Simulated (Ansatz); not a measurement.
# WS2 monolayer (2H) under biaxial strain in the plane of the sheet, part 3 of 3

Aim: how do the optical modes of WS2 monolayer (2H) shift and split under this strain?

Ansatz 0.2.0; DFT PBEsol, scalar-relativistic, plane waves, PAW; PAW set soft_1.

So far, highest optical mode at the zone centre (no LO-TO term) (cm⁻¹): step 4 (zone-centre response at rest) 438; step 6 (strain 5 %) 411.

## (7) Relaxation of a member: biaxial strain of -3 % in the plane of the sheet (continued)

Relaxation path:

```csv
step,energy less that of the first step (eV),largest force component (eV/Å)
1,0.0000,0.2598
2,-0.0027,0.0936
3,-0.0032,0.0002
4,-0.0032,0.0002
```

The run keeps the 12 symmetry operations that it works with, so distortions that break them were not tested.

The atoms that moved most (Å):

| atom | dx | dy | dz | length |
| --- | --- | --- | --- | --- |
| S2 | 0.000 | 0.000 | 0.012 | 0.012 |
| S3 | 0.000 | 0.000 | -0.012 | 0.012 |

Final coordinates:

```cif
data_structure
_symmetry_space_group_name_H-M 'P 1'
_symmetry_Int_Tables_number 1
_cell_length_a 3.0515
_cell_length_b 3.0515
_cell_length_c 30.0000
_cell_angle_alpha 90.000
_cell_angle_beta 90.000
_cell_angle_gamma 120.000
_cell_volume 241.92
loop_
_atom_site_label
_atom_site_type_symbol
_atom_site_fract_x
_atom_site_fract_y
_atom_site_fract_z
_atom_site_occupancy
W1 W 0.33333 0.66667 0.33333 1
S2 S 0.66667 0.33333 0.38676 1
S3 S 0.66667 0.33333 0.27991 1
```

Numbers from this step:

```yaml
gap_on_the_k_mesh: 1.826 eV
area_per_atom: 2.688 Å²
```

The largest force component left is 0.18 meV/Å.

## (8) Modes of this member: biaxial strain of -3 % in the plane of the sheet

The zone-centre modes follow for biaxial strain of -3 % in the plane of the sheet.

input.yaml reads:

```yaml
crystal:
  lattice:
    - [3.051471304, 0.0, 0.0]
    - [-1.525735652, 2.6426516682, 0.0]
    - [0.0, 0.0, 30.0]
  atoms:
    - { symbol: W, position: [0.3333333333, 0.6666666667, 0.3333333333] }
    - { symbol: S, position: [0.6666666667, 0.3333333333, 0.3867564851] }
    - { symbol: S, position: [0.6666666667, 0.3333333333, 0.2799101816] }
  periodic: [true, true, false]
kpoints:
  mp_grid: { grid: [12, 12, 1] }
hamiltonian:
  xc: pbesol
  pseudopotentials: { kind: paw, azcp: { folder: soft_1 }, xc_functional: pbe }
scf:
  occupations: { method: fixed }
output:
  eigenvalues: true
phonons:
  method: dfpt
```

On the command line:

```sh
> ansatz run input.yaml --threads 4 --pin off --max-ram 16384MiB --backend cpu --events-out ev --progress --plain --runs-dir out
```

Numbers of over 12 decimals in the logs are rounded to 6 here.

What it wrote:

```text
[...]
Crystal: 3 atoms, lattice volume = 241.919 Å³
Basis set: ecut = 420 eV, 4709 PW (Γ), exchange–correlation on 48×48×432 points (8 copies of the dense FFT grid, shifted against one another)
Bands: 17, of which v1, the nominal top of the filled ones, is band 13 counted from 1 (12 counted from 0)
Symmetry: 12 space group operations
k-points: 43 of 144 (irreducible under 2 space group operations, time reversal used)
[...]
k-point 2: bands = [... 9 lower, -7.7474, -7.5949, -7.0575, -6.3340, -3.3356, -2.6827, -2.5221, -1.6231]
  k-point 42: bands = [... 9 lower, -9.4811, -9.0958, -7.7219, -6.2206, -3.1400, -2.2958, -1.5976, -0.0971]
[...]
ASR residual: 2.317e-4 → 0.000e0 eV/Å²; symmetrization residual: 8.599e-6 eV/Å²
  ASR residual per site (eV/Å²): 2.32e-4 1.84e-4 1.84e-4
  Γ frequencies (cm⁻¹): 0.00 0.00 0.00 300.59 300.59 364.41 364.41 421.16 450.52
[...]
[key lines of the parts left out:]
SCF converged after 12 iterations
Free energy (F): -12029.974673 eV
Fermi energy:    -5.619065 eV
```

Elapsed: 28 s, on 4 threads of Arm Neoverse V2, shared host; peak memory 0.98 GiB.

This step gave:

| Quantity | Value |
| --- | --- |
| sum-rule residual before enforcement | 2.32e-4 eV/Å² |
| highest optical mode at the zone centre (no LO-TO term) | 450.5 cm⁻¹ |
| lowest optical zone-centre mode | 300.6 cm⁻¹ |

Without the LO-TO term. Patterns of degenerate modes are one choice out of their space. The modes at Γ (shares of kinetic energy by element, %):

```
mode  frequency (cm⁻¹)  symmetry  W %  S %
   1               0.0  acoustic   74   26
   2               0.0  acoustic   74   26
   3               0.0  acoustic   74   26
   4             300.6       E''    0  100
   5             300.6       E''    0  100
   6             364.4        E'   26   74
   7             364.4        E'   26   74
   8             421.2       A1'    0  100
   9             450.5      A2''   26   74
```

The lowest optical mode is real, 301 cm⁻¹, and the highest lies at 450.5 cm⁻¹.

For the highest optical mode at the zone centre (no LO-TO term), step 4 gave 438 cm⁻¹; this run, with strain -3 %, gives 451 cm⁻¹ (+3 %).

## (9) The series together

The members are set side by side, also those not shown above.

Energies are extrapolated to zero smearing, and E0 is that at rest; the cell is clamped and the atoms are relaxed. State of the crystal along the series:

| strain (%) | E - E0 (meV/atom) | gap on mesh (eV) |
| --- | --- | --- |
| -3 | 31.77 | 1.826 |
| -2 | 13.82 | 1.895 |
| -1 | 3.389 | 1.961 |
| 0 | 0 | 1.937 |
| 1 | 3.256 | 1.782 |
| 2 | 12.76 | 1.52 |
| 3 | 28.15 | 1.275 |
| 4 | 49.1 | 1.048 |
| 5 | 75.3 | 0.8386 |

Optical modes are counted from below at rest and tracked from member to member by their patterns, and modes that stay within 0.3 cm⁻¹ of each other stand once; labels, where given, are those at rest; the cell is clamped and the atoms are relaxed. Optical modes along the series:

```csv
strain (%),optical mode 1 E'' (cm⁻¹),optical mode 2 E' (cm⁻¹),optical mode 3 A1' (cm⁻¹),optical mode 4 A2'' (cm⁻¹)
-3,300.6,364.4,421.2,450.5
-2,299.2,362,419.5,446.6
-1,297.5,359.1,417.8,442.4
0,295.3,355.6,416.2,437.9
1,292.8,351.6,414.6,433
2,289.9,347.1,413.1,427.9
3,286.6,342.2,411.6,422.4
4,283,336.8,410.1,416.6
5,279.1,331,408.6,410.6
```

Value and slope at zero strain of a cubic (a lower polynomial where under five rows exist) through the rows within 2 % of rest. Slopes at rest:

```
               mode  frequency (cm⁻¹)  shift per percent of strain (cm⁻¹)
 optical mode 1 E''             295.3                               -2.33
  optical mode 2 E'             355.6                               -3.73
 optical mode 3 A1'             416.2                               -1.59
optical mode 4 A2''             437.9                               -4.71
```

## (10) Results

| Quantity | Value |
| --- | --- |
| members | 9 |
| highest optical mode at the zone centre (no LO-TO term), at rest | 437.9 cm⁻¹ |
| optical mode 1 E'', shift per percent | -2.33 cm⁻¹ |
| optical mode 2 E', shift per percent | -3.73 cm⁻¹ |
| optical mode 3 A1', shift per percent | -1.59 cm⁻¹ |
| optical mode 4 A2'', shift per percent | -4.71 cm⁻¹ |

**Reading.** The fastest shift in the table of slopes is -4.7 cm⁻¹ for each percent (optical mode 4 A2''). These are harmonic frequencies at zero temperature: anharmonic shifts, linewidths and thermal expansion are left out. Spin-orbit coupling is left out, which can matter for the heavy elements here. The starting cell was built on a prototype and not taken from a measurement. The PAW files were made for PBE; the program adapts parts of them to the functional of the run, but their partial waves stay those of PBE, an approximation that was not tested in this session. Only the zone centre was solved, so an instability at another wavevector cannot show here. In a sheet the LO-TO splitting vanishes at the zone centre, so no such term is missing here.

[Logs are printed without paths, hosts, clocks, repeated set-up lines and the standing remarks that a program may print on its own settings, such as how far it seeks lower states.]

[Hosts, paths, dates, database ids (printed as entryN), source tags and the programs' standing remarks are cut or masked in the printed files.]
